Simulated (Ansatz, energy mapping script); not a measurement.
**MnO2 monolayer: energy mapping under LDA+U (4.6 eV)**

Wanted: the magnetic order of MnO2 monolayer, its couplings and an estimate of its ordering temperature, by LDA+U (4.6 eV).

Method: LDA with U = 4.6 eV on Mn d, ortho-atomic projectors; plane waves, U on orthogonalised atomic orbitals unless named otherwise, collinear spin, no spin–orbit coupling, in Ansatz 0.2.0.

## Step 1: The structure

The cell holds 3 atoms: 1 Mn and 2 O. Its edges and angles: a = 2.857 Å, b = 2.857 Å, c = 16.897 Å, α = 90.0°, β = 90.0°, γ = 120.0°. It derives from MnO2. one layer cut from the bulk crystal, unrelaxed, 15 A of vacuum. Vacuum lies along c.

The cell comes from a database of computed structures, and need not be the one that the compound takes in experiment.

The U corrects the self-interaction that lets semilocal functionals spread d and f electrons too far. Its value here is typed, not computed.

## Step 2: Which atoms carry moments

One run in the crystal's own cell, under LDA with U = 4.2 eV on Mn d, ortho-atomic projectors, shows which elements keep a moment. Transition or f elements with 0.3 μB or more enter the spin model; moments induced on other atoms do not.

Input file input.yaml:

```yaml
crystal:
  lattice:
    - [2.856870003, 0.0, 0.0]
    - [-1.428435001, 2.474121998, 0.0]
    - [0.0, 0.0, 16.896891]
  atoms:
    - { symbol: Mn, position: [0.0, 0.0, 0.5], spin: 4.5 }
    - { symbol: O, position: [0.666666667, 0.333333333, 0.556131] }
    - { symbol: O, position: [0.333333333, 0.666666667, 0.443869] }
magnetization:
  spin_polarized: true
kpoints:
  mp_grid: { grid: [10, 10, 1] }
hamiltonian:
  xc: lda
  hubbard:
    sites: [{ species: Mn, l: d, u_eff: 4.2 }]
    projectors: ortho-atomic
scf:
  occupations: { method: fermi_dirac, width: 0.05 }
output:
  eigenvalues: true
```

Command:

```console
$ ansatz run input.yaml --threads 4 --pin off --max-ram 8192MiB --backend cpu --events-out ev --progress --plain --runs-dir out
```

Numbers of over 12 decimals in the logs are rounded to 6 here.

Log:

```text
Engine: ansatz 0.2.0, aarch64-unknown-linux-gnu
Pseudopotentials: kind: paw
Pseudopotential: Mn, paw, valence charge 15, recommended cutoff 420 eV (normal), Mn.paw.azcp
Pseudopotential: O, paw, valence charge 6, recommended cutoff 420 eV (normal), O.paw.azcp
Functional definition: SPW92
  exchange = slater_x
  correlation = pw_c
Crystal: 3 atoms, lattice volume = 119.431 Å³
Basis set: ecut = 420 eV, 2337 PW (Γ)
Bands: 20, of which v1, the nominal top of the filled ones, is band 14 counted from 1 (13 counted from 0)
Symmetry: 12 space group operations
Space group: P-3m1 (ITA 164), of the structure as read, at distance tolerance 4.9e-5 Å
Magnetic group: BNS 164.85 (UNI 1315), of the structure as read, at distance tolerance 4.9e-5 Å
k-points: 14 of 100
Non-local potential: Mn, projectors of the file, l = 0: 3, l = 1: 2, l = 2: 3, l = 3: 1
Non-local potential: O, projectors of the file, l = 0: 2, l = 1: 2, l = 2: 1
PAW form: soft (Blöchl's): semilocal exchange-correlation on the pseudo side does not see the compensation charge
PAW frozen core: Mn, regenerated for the run's functional, and the local potential with it (the file was generated under x = pbe(κ = 0.804, μ = 0.219515), c = pbe(β = 0.066725))
PAW frozen core: O, regenerated for the run's functional, and the local potential with it (the file was generated under x = pbe(κ = 0.804, μ = 0.219515), c = pbe(β = 0.066725))
PAW one-centre angular grid: Mn, 590 points (default); XC on 64 Gauss nodes
PAW one-centre angular grid: O, 110 points (default); XC on 64 Gauss nodes
Initial density: superposition of atomic densities (neutral atoms: chi_scale 0, normalization atom)
Starting moments: Σ|m| = 4.5 μB on 1 of 3 sites
Initial wavefunctions: pseudopotential atomic-orbital guess
Functional: x = slater, c = lda
SCF iter   1: F=—  HF=-4949.885623 eV  |F-HF|=—  |Δ(HF+E_count)|=         —  Δρ=7.51e-2 (↑7.51e-2 ↓5.18e-2)  dr2=1.24e1  dr2_m=1.56e0  M=3.000 μB ∫|m|=3.774 μB  β_m=0.30  ethr=3.10e-3  ⟨swp⟩=8.3  Hψ=3295  notcnv=0
preconditioner: auto → none  [insulator: Δε(μ)=1.459 eV  Ē_g=14.985 eV  σ=0.050 eV  W_gap=1.00  n_scr=10 (ndim 8)  ℏωp=14.8 eV  f_vac=0.708  D(μ)=0.00/eV (n_scr^D=0)  ε∞_Penn≈2.0]
SCF iter   2: F=—  HF=-4948.818692 eV  |F-HF|=—  |Δ(HF+E_count)|=    1.07e0  Δρ=3.90e-2 (↑3.58e-2 ↓3.90e-2)  dr2=4.90e0  dr2_m=2.57e-1  M=3.000 μB ∫|m|=4.033 μB  β_m=0.30  ethr=3.10e-3  ⟨swp⟩=4.2  Hψ=1714  notcnv=0  defer=44
SCF iter   3: F=—  HF=-4948.308983 eV  |F-HF|=—  |Δ(HF+E_count)|=   5.10e-1  Δρ=2.13e-2 (↑2.13e-2 ↓1.55e-2)  dr2=3.53e-1  dr2_m=2.72e-1  M=3.000 μB ∫|m|=3.911 μB  β_m=0.30  ethr=3.10e-3  ⟨swp⟩=3.5  Hψ=1424  notcnv=0  defer=44
[...]
iter 16 met the thresholds in force, and the SCF goes on: an eigenvalue changes by 4.67 meV, over its tolerance of 1.00 meV (output.eigenvalues, Limitations)
SCF iter  16: F=-4948.567084 eV  HF=-4948.567084 eV  |F-HF|=1.57e-9  |Δ(HF+E_count)|=   1.12e-8  Δρ=7.92e-7 (↑7.92e-7 ↓6.55e-7)  dr2=2.12e-9  dr2_m=1.88e-10  M=3.000 μB ∫|m|=3.467 μB  β_m=0.69  ethr=8.62e-11  ⟨swp⟩=1.9  Hψ=1930  notcnv=0
iter 17 met the thresholds in force, and the SCF goes on: an eigenvalue changes by 1.20 meV, over its tolerance of 1.00 meV (output.eigenvalues, Limitations)
SCF iter  17: F=-4948.567084 eV  HF=-4948.567084 eV  |F-HF|=1.37e-10  |Δ(HF+E_count)|=  1.46e-10  Δρ=3.18e-7 (↑3.18e-7 ↓2.15e-7)  dr2=1.73e-10  dr2_m=3.40e-11  M=3.000 μB ∫|m|=3.467 μB  β_m=1.00  ethr=7.86e-12  ⟨swp⟩=1.0  Hψ=1363  notcnv=0
Mixer restart at iter 17: flushing history
SCF iter  18: F=-4948.567084 eV  HF=-4948.567084 eV  |F-HF|=4.29e-9  |Δ(HF+E_count)|=  6.90e-10  Δρ=1.14e-6 (↑1.14e-6 ↓8.70e-7)  dr2=4.52e-9  dr2_m=3.38e-11  M=3.000 μB ∫|m|=3.467 μB  ethr=1.00e-12  ⟨swp⟩=1.5  Hψ=1701  notcnv=0
SCF 1 converged in 18 iterations: F = -4948.567084 eV  dr2 = 4.52e-9
[...]
SCF converged after 18 iterations
an eigenvalue changed by more than its tolerance at an iteration that met the thresholds in force, so the SCF went on 2 times, its first undamped step at iteration 17: the last check found none over its tolerance
Magnetization: 3.0000 μB (15.0000 up, 12.0000 down)
Absolute magnetization: 3.4691 μB (∫|ρ↑−ρ↓|, with the PAW one-centre terms)
Spin contamination: 0.1264 ħ² per cell (⟨S²⟩ above its minimum at these occupations)
Per-site moments (μB) at R_I (Å): [(2.769902, 0.784846), (-0.101486, 0.784846), (-0.101486, 0.784846)]
Free energy (F): -4948.567084 eV
Harris-Foulkes:  -4948.567084 eV  (|F-HF|=4.29e-9)
Internal energy: -4948.567084 eV  (E = F + TS)
E sigma→0 (E₀):  -4948.567084 eV
Fermi energy:    -3.402782 eV
--- Per-component energies (eV) ---
  E_band       = -678.094184
  E_kinetic    = 646.561681
  E_local      = -21202.535662  (includes V_loc(G=0)·N_el)
  E_nonlocal   = 341.819417
  E_hartree    = 10116.719404
  E_xc         = -256.842034
  E_vxc        = -330.382561  (∫ρ·V_xc dr)
  E_hubbard    = 2.634828  (on-site DFT+U / exact-exchange correction)
  E_vhub       = -5.624547  (the Hubbard potential's part of the band-sum identity)
  E_paw        = -1530.827799  (= ΣΔE_a)
  E_vpaw       = -361.372064  (= ΣTr[D̂ρ^β])
  E_aug_tail   = 0.004895  (compensation charges beyond the density's cutoff)
  E_ewald      = 6933.320391
  E_core_change = 0.577796  (= ΣΔE_core)
  E_smearing   = -0.000000  (= −TS)
  E_closure    = -0.000000  (closes the sum)
  Σ components = -4948.567084   (vs F -4948.567084, Δ=0.00e0)
--- Band table (eV; the first three rows and the last of 28) ---
  k-point 0 ↑: bands = [... 10 lower, -7.9931, -5.3414, -4.9404, -4.9404, -4.7143, -1.0562, -1.0562, 3.1644, ... 2 higher]
  k-point 1 ↑: bands = [... 10 lower, -8.1156, -5.4214, -5.1140, -4.8943, -4.5475, -1.4128, -1.1342, 3.5026, ... 2 higher]
  k-point 2 ↑: bands = [... 10 lower, -8.4767, -5.9589, -4.9248, -4.7095, -4.6517, -2.1144, -1.2735, 4.3674, ... 2 higher]
  k-point 13 ↓: bands = [... 10 lower, -6.3716, -6.0388, -1.1367, -0.7479, -0.6068, 0.4382, 0.4730, 9.2735, ... 2 higher]
Occupation matrices written to <dir>
```

Run time: 2.8 s. Hardware: 4 threads of Arm Neoverse V2, shared host; peak memory 0.38 GiB; 9.1 s of CPU time.

In the SCF lines HF is the Harris–Foulkes energy and dr2 the Hartree energy of the density residual, in eV; the loop may stop once dr2 is under the threshold and the program's other checks hold. Hψ counts applications of the Hamiltonian.

Spin moment in the sphere by atom:

| atom | spin moment in the sphere (μB) |
| --- | --- |
| Mn1 | 2.77 |
| O2 | -0.10 |
| O3 | -0.10 |

The run ends ferromagnetic; Mn carries the moments.

## Step 3: One set of occupation matrices for all orders

A corrected shell can settle in several orbital fillings. One parallel run, with an occupation width a fifth wider than the orders use, therefore is to supply the occupation matrices. All orders start from them.

input.yaml, the sections that differ from step 2:

```yaml
kpoints:
  mp_grid: { grid: [14, 14, 1] }
hamiltonian:
  xc: lda
  hubbard:
    sites: [{ species: Mn, l: d, u_eff: 4.6 }]
    projectors: ortho-atomic
scf:
  occupations: { method: fermi_dirac, width: 0.084 }
# crystal, magnetization, output: as in step 2
```

Log:

```text
[...]
Crystal: 3 atoms, lattice volume = 119.431 Å³
Basis set: ecut = 420 eV, 2337 PW (Γ)
Bands: 20, of which v1, the nominal top of the filled ones, is band 14 counted from 1 (13 counted from 0)
Symmetry: 12 space group operations
[...]
k-points: 24 of 196
[...]
Starting moments: Σ|m| = 4.5 μB on 1 of 3 sites
[...]
SCF iter   1: F=—  HF=-4949.596404 eV  |F-HF|=—  |Δ(HF+E_count)|=         —  Δρ=7.33e-2 (↑7.33e-2 ↓5.24e-2)  dr2=1.22e1  dr2_m=1.50e0  M=3.000 μB ∫|m|=3.836 μB  β_m=0.30  ethr=3.10e-3  ⟨swp⟩=7.8  Hψ=5505  notcnv=0
[...]
SCF iter  18: F=-4948.318016 eV  HF=-4948.318016 eV  |F-HF|=3.58e-9  |Δ(HF+E_count)|=  5.94e-10  Δρ=1.06e-6 (↑1.06e-6 ↓7.87e-7)  dr2=3.76e-9  dr2_m=3.23e-11  M=3.000 μB ∫|m|=3.538 μB  ethr=1.00e-12  ⟨swp⟩=1.4  Hψ=2906  notcnv=0
SCF 1 converged in 18 iterations: F = -4948.318016 eV  dr2 = 3.76e-9
[...]
SCF converged after 18 iterations
[...]
Magnetization: 3.0000 μB (15.0000 up, 12.0000 down)
Absolute magnetization: 3.5392 μB (∫|ρ↑−ρ↓|, with the PAW one-centre terms)
[...]
Per-site moments (μB) at R_I (Å): [(2.803144, 0.784846), (-0.119477, 0.784846), (-0.119477, 0.784846)]
Free energy (F): -4948.318016 eV
[...]
Internal energy: -4948.318015 eV  (E = F + TS)
E sigma→0 (E₀):  -4948.318015 eV
Entropy (-TS):   -0.000001 eV (-0.000 meV/atom)
Fermi energy:    -3.421025 eV
[...]
--- Band table (eV; the first three rows and the last of 48) ---
  k-point 0 ↑: bands = [... 10 lower, -8.1757, -5.3238, -4.9234, -4.9234, -4.7808, -1.0895, -1.0895, 3.1660, ... 2 higher]
  k-point 1 ↑: bands = [... 10 lower, -8.2272, -5.2547, -5.2024, -4.9004, -4.6244, -1.2813, -1.1318, 3.3431, ... 2 higher]
  k-point 2 ↑: bands = [... 10 lower, -8.3881, -5.7084, -4.9125, -4.8792, -4.5957, -1.7554, -1.2307, 3.8258, ... 2 higher]
  k-point 23 ↓: bands = [... 10 lower, -6.2876, -6.1707, -0.9742, -0.5795, -0.4778, 0.5051, 0.5609, 9.6634, ... 2 higher]
Occupation matrices written to <dir>
```

Run time: 4.4 s. Hardware: 4 threads; peak memory 0.42 GiB.

Numbers from this step:

| Item | Value |
| --- | --- |
| final state | ferromagnetic |
| electrons in the corrected shells | 5.179 e |
| largest moment | 2.803 μB |

## Step 4: Run 1 (parallel; cell A, 6 atoms)

The parallel order is the zero of energy for this cell and mesh.

Input file input.yaml:

```yaml
crystal:
  lattice:
    - [2.856870003, 0.0, 0.0]
    - [-2.856870002, 4.948243996, 0.0]
    - [0.0, 0.0, 16.896891]
  atoms:
    - { symbol: Mn, position: [0.0, 0.0, 0.5], spin: 4.5 }
    - { symbol: Mn, position: [0.0, 0.5, 0.5], spin: 4.5 }
    - { symbol: O, position: [0.666666667, 0.166666666, 0.556131] }
    - { symbol: O, position: [0.666666667, 0.666666667, 0.556131] }
    - { symbol: O, position: [0.333333333, 0.333333334, 0.443869] }
    - { symbol: O, position: [0.333333333, 0.833333333, 0.443869] }
magnetization:
  spin_polarized: true
kpoints:
  mp_grid: { grid: [14, 7, 1] }
hamiltonian:
  xc: lda
  hubbard:
    sites:
      - { species: Mn, l: d, u_eff: 4.6 }
      - { site: 0, l: d, u_eff: 4.6, starting_ns: [{ spin: up, occupation_matrix: mn1_major }, { spin: down, occupation_matrix: mn1_minor }] }
      - { site: 1, l: d, u_eff: 4.6, starting_ns: [{ spin: up, occupation_matrix: mn1_major }, { spin: down, occupation_matrix: mn1_minor }] }
    projectors: ortho-atomic
    occupation_matrices:
      mn1_major:
        matrix:
          - [0.992, 0.0, 0.0, 0.0, 0.0]
          - [0.0, 0.766, 0.0, 0.0, 0.192]
          - [0.0, 0.0, 0.766, 0.192, 0.0]
          - [0.0, 0.0, 0.192, 0.83, 0.0]
          - [0.0, 0.192, 0.0, 0.0, 0.83]
      mn1_minor:
        matrix:
          - [0.103, 0.0, 0.0, 0.0, 0.0]
          - [0.0, 0.231, 0.0, 0.0, -0.112]
          - [0.0, 0.0, 0.231, -0.112, 0.0]
          - [0.0, 0.0, -0.112, 0.214, 0.0]
          - [0.0, -0.112, 0.0, 0.0, 0.214]
scf:
  occupations: { method: fermi_dirac, width: 0.07 }
output:
  eigenvalues: true
  write_density: true
  write_potential: true
  elf: true
  volumetric_format: npy
```

Log:

```text
[...]
Crystal: 6 atoms, lattice volume = 238.863 Å³
Basis set: ecut = 420 eV, 4685 PW (Γ)
Bands: 38, of which v1, the nominal top of the filled ones, is band 27 counted from 1 (26 counted from 0)
Symmetry: 8 space group operations
[...]
k-points: 32 of 98
[...]
Starting moments: Σ|m| = 9 μB on 2 of 6 sites
[...]
SCF iter   1: F=—  HF=-9901.248477 eV  |F-HF|=—  |Δ(HF+E_count)|=         —  Δρ=8.87e-2 (↑8.87e-2 ↓4.95e-2)  dr2=2.94e1  dr2_m=4.15e0  M=6.000 μB ∫|m|=6.813 μB  β_m=0.30  ethr=3.10e-3  ⟨swp⟩=10.2  Hψ=12738  notcnv=0
[...]
spin=Collinear: Resta preconditioning applied to the charge; magnetization (m = ρ↑ − ρ↓) channel mixes plain (no charge-response kernel on spin).
SCF iter   2: F=—  HF=-9896.998291 eV  |F-HF|=—  |Δ(HF+E_count)|=    4.25e0  Δρ=3.62e-2 (↑2.28e-2 ↓3.62e-2)  dr2=4.23e0  dr2_m=7.37e-1  M=6.000 μB ∫|m|=7.359 μB  β_m=0.30  ethr=3.10e-3  ⟨swp⟩=4.4  Hψ=7266  notcnv=0  defer=142
[...]
SCF iter  15: F=-9896.636031 eV  HF=-9896.636031 eV  |F-HF|=4.00e-11  |Δ(HF+E_count)|=   2.50e-9  Δρ=7.91e-8 (↑7.91e-8 ↓4.16e-8)  dr2=1.02e-11  dr2_m=4.34e-12  M=6.000 μB ∫|m|=7.076 μB  ethr=2.91e-11  ⟨swp⟩=1.1  Hψ=6245  notcnv=0
SCF 1 converged in 15 iterations: F = -9896.636031 eV  dr2 = 1.02e-11
[...]
WARN: The output density's exchange-correlation potential varies sharply where the density is thin. Do not read a vacuum level from v_tot or v_xc, or from such a field of the output density. On a cell that repeats whose density bears no net charge and no dipole along the vacuum's axis use v_es (v_loc + v_h of the components); under efield.dipole_correction with no amplitude use v_es + v_field, which holds any externa [...]
SCF converged after 15 iterations
[...]
Magnetization: 6.0000 μB (30.0000 up, 24.0000 down)
Absolute magnetization: 7.0785 μB (∫|ρ↑−ρ↓|, with the PAW one-centre terms)
[...]
Per-site moments (μB) at R_I (Å): [(2.803141, 0.784846), (2.803141, 0.784846), (-0.119476, 0.784846), (-0.119476, 0.784846), (-0.119476, 0.784846), (-0.119476, 0.784846)]
Free energy (F): -9896.636031 eV
[...]
Internal energy: -9896.636031 eV  (E = F + TS)
E sigma→0 (E₀):  -9896.636031 eV
Entropy (-TS):   -0.000000 eV (-0.000 meV/atom)
Fermi energy:    -3.425725 eV
[...]
--- Specified on-site occupations, and those of the state reported ---
  electrons in the specified blocks: 10.3540 specified, 10.3588 found
  site 0 (l=d) ↓: largest change of an orbital's occupation 0.0007; electrons 0.9930 specified, 0.9949 found; spectral distance 0.0010
[...]
site 0 (l=d) ↑: largest change of an orbital's occupation 0.0005; electrons 4.1840 specified, 4.1845 found; spectral distance 0.0008
[...]
--- Band table (eV; the first three rows and the last of 64) ---
  k-point 0 ↑: bands = [... 23 lower, -6.4596, -5.7860, -5.5738, -5.3238, -4.9234, -4.9234, -4.7808, -1.8835, ... 7 higher]
  k-point 1 ↑: bands = [... 23 lower, -6.1623, -5.9510, -5.3090, -5.2547, -5.2024, -4.9004, -4.6243, -1.9748, ... 7 higher]
  k-point 2 ↑: bands = [... 23 lower, -5.7545, -5.7084, -5.6566, -4.9558, -4.9125, -4.8792, -4.5957, -2.2006, ... 7 higher]
  k-point 31 ↓: bands = [... 23 lower, -5.5298, -0.8776, -0.8776, -0.6924, -0.6924, -0.4921, -0.4921, 0.4680, ... 7 higher]
Occupation matrices written to <dir>
```

Elapsed: 19 s, on 4 threads; peak memory 1 GiB; 69 s of CPU time.

Spin moment in the sphere by atom:

| atom | spin moment in the sphere (μB) |
| --- | --- |
| Mn1 | 2.80 |
| Mn2 | 2.80 |
| O3 | -0.12 |
| O4 | -0.12 |
| O5 | -0.12 |
| O6 | -0.12 |

The run ends ferromagnetic.

Spin density in the cb plane at fractional x = 0.000, with atoms of Mn within 0.2 Å of it.

Ten even steps from '0' (0.0 e/Å³) to '9' (5.3 e/Å³), each cell a mean:
```
00000000000000000000146200000000000000000000
00000000000000000000001000000000000000000000
00000000000000000000000000000000000000000000
00000000000000000000000000000000000000000000
00000000000000000000000000000000000000000000
00000000000000000000022100000000000000000000
00000000000000000000169300000000000000000000
00000000000000000000146200000000000000000000
00000000000000000000001000000000000000000000
00000000000000000000000000000000000000000000
00000000000000000000000000000000000000000000
00000000000000000000000000000000000000000000
00000000000000000000012100000000000000000000
00000000000000000000179400000000000000000000
```
Columns run along c (16.9 Å), rows up along b (5.7 Å). Atoms in or near the plane, at fractional coordinates: Mn at (0.50, 0.00), Mn at (0.50, 0.50).

ELF in the cb plane at fractional x = 0.000, with atoms of Mn within 0.2 Å of it. It is the smooth field of the valence electrons, not physical close to the nuclei.

Values, 8 rows by 16 columns, each cell a mean:
```
0.00 0.00 0.00 0.00 0.00 0.01 0.09 0.34 0.43 0.11 0.01 0.00 0.00 0.00 0.00 0.00
0.00 0.00 0.00 0.00 0.00 0.03 0.40 0.41 0.32 0.49 0.07 0.00 0.00 0.00 0.00 0.00
0.00 0.00 0.00 0.00 0.00 0.02 0.32 0.34 0.28 0.39 0.05 0.00 0.00 0.00 0.00 0.00
0.00 0.00 0.00 0.00 0.00 0.00 0.05 0.42 0.54 0.07 0.01 0.00 0.00 0.00 0.00 0.00
0.00 0.00 0.00 0.00 0.00 0.00 0.08 0.34 0.43 0.11 0.01 0.00 0.00 0.00 0.00 0.00
0.00 0.00 0.00 0.00 0.00 0.03 0.41 0.41 0.32 0.49 0.07 0.00 0.00 0.00 0.00 0.00
0.00 0.00 0.00 0.00 0.00 0.02 0.32 0.34 0.28 0.39 0.05 0.00 0.00 0.00 0.00 0.00
0.00 0.00 0.00 0.00 0.00 0.00 0.05 0.41 0.54 0.07 0.01 0.00 0.00 0.00 0.00 0.00
```
Columns run along c (16.9 Å), rows up along b (5.7 Å). Atoms in or near the plane, at fractional coordinates: Mn at (0.50, 0.00), Mn at (0.50, 0.50).

[end of part 1 of 3]

[Logs and program files are shortened in this print: banners, set-up blocks, solver, clock and traceback lines can be left out without a mark of their own.]

[Logs are printed without paths, hosts, clocks, repeated set-up lines and the standing remarks that a program may print on its own settings, such as how far it seeks lower states.]

[Hosts, paths, dates, database ids (printed as entryN), source tags and the programs' standing remarks are cut or masked in the printed files.]

[Where a cell is said to come from a database of computed structures, the database is the Materials Project.]
